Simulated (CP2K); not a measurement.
Consider 2-nitrosoimidazole at its PBE geometry (Å).

```xyz
10

O     2.8643    0.0596    0.1329
N     2.1001   -0.8302   -0.3039
C     0.7464   -0.4958   -0.2045
N    -0.2523   -1.2996   -0.5925
C    -1.3904   -0.6126   -0.3167
C    -1.0926    0.6337    0.2464
N     0.2640    0.6905    0.3119
H    -2.3724   -1.0259   -0.5244
H    -1.7277    1.4430    0.5897
H     0.8606    1.4373    0.6613
```

Method: CP2K XAS_TDP, all-electron GAPW, PBEh(45%), aug-cc-pVDZ, TDA, GW2X-corrected core level, no relativity.

Q: Where do the N K-edge lines lie, and how strong are they?

Leading lines: N2 400.27 eV, N4 399.23 eV and N7 401.64 eV. The leading line of an atom is its first one with 35 % of the strongest within 2.5 eV of its lowest line over the strength cut. Core ionisation energies at this level: N4 406.10, N7 407.96 and N2 409.80 eV.

The first six lines of each atom with a strength over 0.0015:

| atom | energy (eV) | states | strength, one atom | above the computed threshold |
| --- | --- | --- | --- | --- |
| N2 (bonded to C and O) | 400.27 | 1 | 0.0648 |  |
|  | 407.80 | 1 | 0.0089 |  |
|  | 408.06 | 1 | 0.0049 |  |
|  | 408.83 | 1 | 0.0068 |  |
|  | 409.63 | 1 | 0.0039 |  |
|  | 409.82 | 1 | 0.0094 | yes |
| N4 (bonded to 2 C) | 399.23 | 1 | 0.0416 |  |
|  | 403.32 | 1 | 0.0127 |  |
|  | 404.42 | 1 | 0.0032 |  |
|  | 405.02 | 1 | 0.0023 |  |
|  | 406.13 | 1 | 0.0025 | yes |
|  | 406.56 | 1 | 0.0020 | yes |
| N7 (bonded to 2 C and H) | 401.64 | 1 | 0.0238 |  |
|  | 404.92 | 1 | 0.0140 |  |
|  | 405.23 | 1 | 0.0129 |  |
|  | 406.62 | 1 | 0.0019 |  |
|  | 406.75 | 1 | 0.0020 |  |
|  | 406.84 | 1 | 0.0055 |  |

Lines are vertical, at one geometry, with no vibrational structure. GW2X ionisation energies and lines can be off by 1 to 2 eV either way, and a good line position may hide errors that cancel. These values hold no scalar relativity, about 0.2 eV for N 1s. Rydberg lines, and the discretised continuum above threshold, depend on the basis and the box.

[Banner, clock and machine lines of the logs are left out without a mark of their own.]

[Logs are printed without paths, hosts, clocks, repeated set-up lines and the standing remarks that a program may print on its own settings, such as how far it seeks lower states.]

[Hosts, paths, dates, database ids (printed as entryN), source tags and the programs' standing remarks are cut or masked in the printed files.]
